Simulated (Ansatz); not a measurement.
**A faulty run on SiC(10-10)/MgS(100) interface (76 atoms)**

Program: Ansatz 0.2.0. The cell: 24 Si, 24 C, 14 Mg and 14 S.

input.yaml reads:

```yaml
crystal:
  lattice:
    - [11.8227, 0.0, 0.0]
    - [-1.10952, 7.88027, 0.0]
    - [0.0, 0.0, 10.74772]
  atoms:
    - { symbol: Si, position: [0.66589, 0.33604, 0.99843] }
    - { symbol: C, position: [0.7937, 0.46316, 0.08219] }
    - { symbol: Si, position: [0.9169, 0.33836, 0.08399] }
    - { symbol: C, position: [0.87493, 0.13036, 4.0e-05] }
    - { symbol: Si, position: [0.75322, 0.49907, 0.24663] }
    - { symbol: C, position: [0.70844, 0.29309, 0.33509] }
    - { symbol: Si, position: [0.83559, 0.1648, 0.33062] }
    - { symbol: C, position: [0.95773, 0.29252, 0.24775] }
    - { symbol: Si, position: [0.16502, 0.33146, 0.9981] }
    - { symbol: C, position: [0.29277, 0.45962, 0.08494] }
    - { symbol: Si, position: [0.41843, 0.3378, 0.07899] }
    - { symbol: C, position: [0.37568, 0.12489, 0.99625] }
    - { symbol: Si, position: [0.25142, 0.50328, 0.24918] }
    - { symbol: C, position: [0.20933, 0.29365, 0.33007] }
    - { symbol: Si, position: [0.33602, 0.17126, 0.32973] }
    - { symbol: C, position: [0.4602, 0.2968, 0.24687] }
    - { symbol: Si, position: [0.50335, 0.00407, 0.99962] }
    - { symbol: C, position: [0.62935, 0.13007, 0.08277] }
    [... 52 atom lines left out ...]
    - { symbol: Mg, position: [0.9944, 0.4661, 0.80178] }
    - { symbol: S, position: [0.77828, 0.32284, 0.80124] }
    - { symbol: Mg, position: [0.77733, 0.32466, 0.55566] }
    - { symbol: S, position: [0.7121, 0.61033, 0.55793] }
    - { symbol: Mg, position: [0.70791, 0.60524, 0.80007] }
    - { symbol: S, position: [0.49145, 0.46972, 0.80153] }
kpoints:
  mp_grid: { grid: [1, 2, 1] }
hamiltonian:
  xc: pbe
scf:
  occupations: { method: gaussian, width: 0.025 }
  eigensolver: { kind: { support_functions: { accuracy: medium, spacing: 0.6 } } }
  max_iter: 50
output:
  forces: true
```

Command:

```console
> ansatz run input.yaml --threads 4 --pin off --max-ram 8192MiB --backend cpu --events-out ev --progress --plain --runs-dir out
```

Numbers of over 12 decimals in the logs are rounded to 6 here.

Output:

```text
Warning: scf.eigensolver.kind.support_functions: disabling space-group detection — the functions' gradient is summed over unrotated k-points, so no spatial operation reduces the k-mesh or symmetrises the density; time reversal is kept, so that k and −k are solved as one point where they differ and the mesh holds both, and exact exchange and, on two spinor components, a DFT+U term hold to it where the run has them: [...]
settings of this run that can trade accuracy for cost: scf.eigensolver.kind.support_functions [...]
Engine: ansatz 0.2.0, x86_64-unknown-linux-gnu
Pseudopotentials: kind: paw
Pseudopotential: Si, paw, valence charge 4, recommended cutoff 420 eV (normal), Si.paw.azcp
Pseudopotential: C, paw, valence charge 4, recommended cutoff 420 eV (normal), C.paw.azcp
Pseudopotential: Mg, paw, valence charge 10, recommended cutoff 420 eV (normal), Mg.paw.azcp
Pseudopotential: S, paw, valence charge 6, recommended cutoff 420 eV (normal), S.paw.azcp
[... 5 lines on functional and potentials left out ...]
Crystal: 76 atoms, lattice volume = 1001.323 Å³
Basis set: ecut = 420 eV, 19535 PW (Γ), exchange–correlation on 160×108×144 points (8 copies of the dense FFT grid, shifted against one another)
Bands: 250, of which v1, the nominal top of the filled ones, is band 208 counted from 1 (207 counted from 0)
Symmetry: 1 space group operations
k-points: 2
[... 9 lines on functional and potentials left out ...]
Initial density: superposition of atomic densities (chi_scale 0.1, normalization cell, long waves 7 % of neutral atoms (reshape's long-wave potential 1.07 eV rms, cloud 2.46 Å wide))
Initial wavefunctions: pseudopotential atomic-orbital guess
Eigensolver: Support functions (medium, 24×18×18 points, laid for a spacing of at most 0.600000 Å, radius 3.599033 Å, up to 3.606551 Å in less dense regions, 3 species' potentials softened for the grid, 3 wholly corrected for its errors in the mean over positions, 4 with the egg-box correction, energy correction by stochastic trace)
Functional: x = pbe(κ = 0.804, μ = 0.219515), c = pbe(β = 0.066725)
SCF iter   1: F=—  HF=-58917.883654 eV  |F-HF|=—  |Δ(HF+E_count)|=         —  Δρ=3.33e-1  dr2=3.63e2  ethr=1.00e-1
preconditioner: auto → Resta (q_TF=auto, 2.357 Å⁻¹)  ε∞=16.3  [insulator: Δε(μ)=0.038 eV  Ē_g=10.473 eV  σ=0.025 eV  W_gap=0.72  n_scr=204 (ndim 8)  ℏωp=20.5 eV  f_vac=0.000  D(μ)=31.10/eV (n_scr^D=208)  ε∞_Penn≈4.8]
SCF iter   2: F=—  HF=-58615.063776 eV  |F-HF|=—  |Δ(HF+E_count)|=    3.03e2  Δρ=5.03e-2  dr2=2.01e1  ethr=8.73e-2
SCF iter   3: F=—  HF=-58619.363412 eV  |F-HF|=—  |Δ(HF+E_count)|=    4.30e0  Δρ=1.85e-2  dr2=6.16e0  ethr=4.83e-3  κ⁻¹=1.0e0(r=1)
SCF iter   4: F=—  HF=-58621.533640 eV  |F-HF|=—  |Δ(HF+E_count)|=    2.17e0  Δρ=1.02e-2  dr2=3.21e0  ethr=1.48e-3  κ⁻¹=4.8e-1(r=2)
SCF iter   5: F=—  HF=-58621.819286 eV  |F-HF|=—  |Δ(HF+E_count)|=   2.86e-1  Δρ=4.02e-3  dr2=7.29e-1  ethr=7.72e-4  κ⁻¹=9.2e-2(r=3)
SCF iter   6: F=—  HF=-58621.957651 eV  |F-HF|=—  |Δ(HF+E_count)|=   1.38e-1  Δρ=1.94e-3  dr2=8.29e-2  ethr=1.75e-4  κ⁻¹=1.3e-2(r=4)
SCF iter   7: F=—  HF=-58622.108273 eV  |F-HF|=—  |Δ(HF+E_count)|=   1.51e-1  Δρ=7.47e-4  dr2=1.76e-2  ethr=1.99e-5  κ⁻¹=2.1e-3(r=5)
SCF iter   8: F=—  HF=-58622.154069 eV  |F-HF|=—  |Δ(HF+E_count)|=   4.58e-2  Δρ=3.18e-4  dr2=1.73e-3  ethr=4.23e-6  κ⁻¹=2.9e-4(r=6)
SCF iter   9: F=—  HF=-58622.179979 eV  |F-HF|=—  |Δ(HF+E_count)|=   2.59e-2  Δρ=1.39e-4  dr2=3.00e-4  ethr=4.16e-7  κ⁻¹=3.0e-5(r=7)
SCF iter  10: F=—  HF=-58622.197370 eV  |F-HF|=—  |Δ(HF+E_count)|=   1.74e-2  Δρ=5.75e-5  dr2=6.74e-5  ethr=7.21e-8  κ⁻¹=1.9e-5(r=7)
SCF iter  11: F=—  HF=-58622.210265 eV  |F-HF|=—  |Δ(HF+E_count)|=   1.29e-2  Δρ=2.60e-5  dr2=1.50e-5  ethr=1.62e-8  κ⁻¹=1.2e-5(r=7)
SCF iter  12: F=—  HF=-58622.220421 eV  |F-HF|=—  |Δ(HF+E_count)|=   1.02e-2  Δρ=1.24e-5  dr2=2.40e-6  ethr=3.60e-9  κ⁻¹=8.8e-6(r=7)
SCF iter  13: F=-58622.228719 eV  HF=-58622.228719 eV  |F-HF|=1.79e-7  |Δ(HF+E_count)|=   8.30e-3  Δρ=6.10e-6  dr2=5.49e-7  ethr=5.76e-10
SCF 1 converged in 13 iterations: F = -58622.381648 eV  dr2 = 5.49e-7
[...]
SCF converged after 13 iterations
Stability not checked: this state was not tested for a lower state beside it, because the mixer in use, unlike msr1, does not test its closes by its own steps (another_mixer; see scf.mixing.algorithm and scf.lower_state_search)
Free energy (F): -58622.381648 eV
Harris-Foulkes:  -58622.381648 eV  (|F-HF|=1.79e-7)
Internal energy: -58622.368628 eV  (E = F + TS)
E sigma→0 (E₀):  -58622.375138 eV
Entropy (-TS):   -0.013021 eV (-0.171 meV/atom)
Fermi energy:    9.033534 eV
--- Per-component energies (eV) ---
  E_band       = -4795.167826
  E_kinetic    = 8344.867671
  E_local      = -23846.114773  (includes V_loc(G=0)·N_el)
  E_nonlocal   = 2012.716528
  E_softening  = 10.346529  (part of E_nonlocal)
  E_grid_corr  = -28.118979  (part of E_nonlocal)
  E_hartree    = 7779.092471
  E_xc         = -4925.210057
  E_vxc        = -5166.025167  (∫ρ·V_xc dr)
  E_paw        = -27146.182410  (= ΣΔE_a)
  E_vpaw       = -1698.821659  (= ΣTr[D̂ρ^β])
  E_aug_tail   = 0.000061  (compensation charges beyond the density's cutoff)
  E_ewald      = -20841.385190
  E_smearing   = -0.013021  (= −TS)
  E_closure    = 0.000000  (closes the sum)
  E_support_correction = -0.152929  (second-order, or where that is not computed along the SCF)
  E_support_correction_error = 1.5e-2  (of E_support_correction; not in F)
  Σ components = -58622.381648   (vs F -58622.381648, Δ=0.00e0)
--- Forces (eV/Å), atoms counted from 1 ---
  atom   1  Si     1.92904745    -0.17793755     0.29954333
  atom   2  C     -1.06884009     0.86191950     0.87367323
  atom   3  Si     1.59593990    -0.77223172     0.66032251
  atom   4  C     -0.05699146     1.14204030    -0.12035575
  atom   5  Si     0.62613291    -0.02329475    -0.29293223
  atom   6  C      1.67169450     3.54476024     0.17765780
  atom   7  Si    -1.24172753     1.05155257    -0.16613582
  atom   8  C     -0.26723736     1.97969810     3.17722332
  atom   9  Si     0.20374350     0.80617069     0.52470860
  atom  10  C      0.25978052     2.19630936    -2.54284208
  atom  11  Si    -0.46714532    -0.81424974     2.47928056
  atom  12  C      1.10633639     4.17624789    -0.84553587
  atom  13  Si     1.06296778    -0.66391406    -1.27628823
  atom  14  C      0.27016409     3.21756143    -1.44875203
[...]
atom  75  Mg    -1.80735652   -15.91097710    41.26914519
  atom  76  S     -0.74897826    -0.21190147     2.41526132
  max |Σ_I F_I| component: 3.59e2 eV/Å
--- Band table (eV) ---
  k-point 0: bands = ["-95.7442", "-92.7277", "-92.4687", "-92.4453", [... 198 levels ...], "8.6951", "8.7068", "8.7821", "8.8950", "8.9012", "8.9692", "8.9843", "9.0259", "9.2340", "9.2809", "9.4131", "9.4557"]
  k-point 1: bands = ["-95.7443", "-92.7278", "-92.4686", "-92.4455", [... 198 levels ...], "8.4046", "8.5562", "8.8793", "8.9170", "9.0410", "9.1280", "9.2334", "9.3108", "9.5413", "9.5584", "9.6754", "9.8083"]
  guard bands above this table: 36 of the run's 250 bands (output.publish_guard_bands: true publishes all)
settings of this run that can trade accuracy for cost: scf.eigensolver.kind.support_functions [...]
```

It took 49 s on 4 threads of Intel Xeon Platinum 8488C (Sapphire Rapids), shared host; peak memory 1.7 GiB.

Against a sound run (Kohn-Sham DFT, PBE, PAW (set soft_2), plane waves):

- r.m.s. difference of force components: 12060 meV/Å
- longest difference of force vectors: 65380 meV/Å
- force difference over r.m.s. force: 1151 %
- energy difference: 29330 meV/atom

What is at fault here, and what would mend it?

A grid far too coarse: support_functions.accuracy = "medium" and support_functions.spacing = 0.6.

The fix is to leave the spacing at the level's default.

The run converged all the same, so the exit status doesn't show the fault.

[Logs are printed without paths, hosts, clocks, repeated set-up lines and the standing remarks that a program may print on its own settings, such as how far it seeks lower states.]

[Hosts, paths, dates, database ids (printed as entryN), source tags and the programs' standing remarks are cut or masked in the printed files.]
